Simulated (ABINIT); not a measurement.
An input for ABINIT 10.8.3 (Selenium (P3_121, 3 atoms a cell)):

```
acell 3*1.0 Angstrom
rprim 
  4.366199999998 0.000000000000 0.000000000000
  -2.183099999999 3.781240118002 0.000000000000
  0.000000000000 0.000000000000 4.953600000000
ntypat 1
znucl 34
natom 3
typat 1 1 1
xred 
  0.225400000000 0.000000000000 0.333333333333
  0.000000000000 0.225400000000 0.666666666667
  0.774600000000 0.774600000000 -0.000000000000
pp_dirpath "pseudos"
pseudos "Se.upf"
ecut 48
nspinor 2
ngkpt 3 3 2
nshiftk 1
shiftk 0 0 0
kptopt 1
chksymbreak 0
istwfk *1
occopt 1
irdwfk 1
optdriver 3
nband 184
ecuteps 3.6
inclvkb 0
awtr 1
symchi 1
indata_prefix "in"
outdata_prefix "out"
tmpdata_prefix "tmp"
```

```sh
OMP_NUM_THREADS=1 mpirun -n 4 abinit run.abi > log
```

**Question.** Estimate wall time and host memory on 4 MPI ranks of Arm Neoverse V2, shared host.

It took 4.3 min; on shared hardware allow 2.2 min to 8.7 min. Peak host memory was 5.1 GiB.

[Paths, hosts, dates, memory and timing lines, banners, echoed tables and standing remarks are left out of the program output.]

[Logs are printed without paths, hosts, clocks, repeated set-up lines and the standing remarks that a program may print on its own settings, such as how far it seeks lower states.]

[Runs of the session that timed out or met a known fault of the program may be left out.]

[Hosts, paths, dates, database ids (printed as entryN), source tags and the programs' standing remarks are cut or masked in the printed files.]

[G0W0 gaps are taken among the corrected bands and points alone; a level outside them can change the order at an edge.]

[Where Ansatz stands beside ABINIT at settings called matched, ABINIT's density can come from a denser mesh and the files from another edition; pairs whose starting gaps differed by over 0.03 eV were left out, so agreement reads better than it is.]
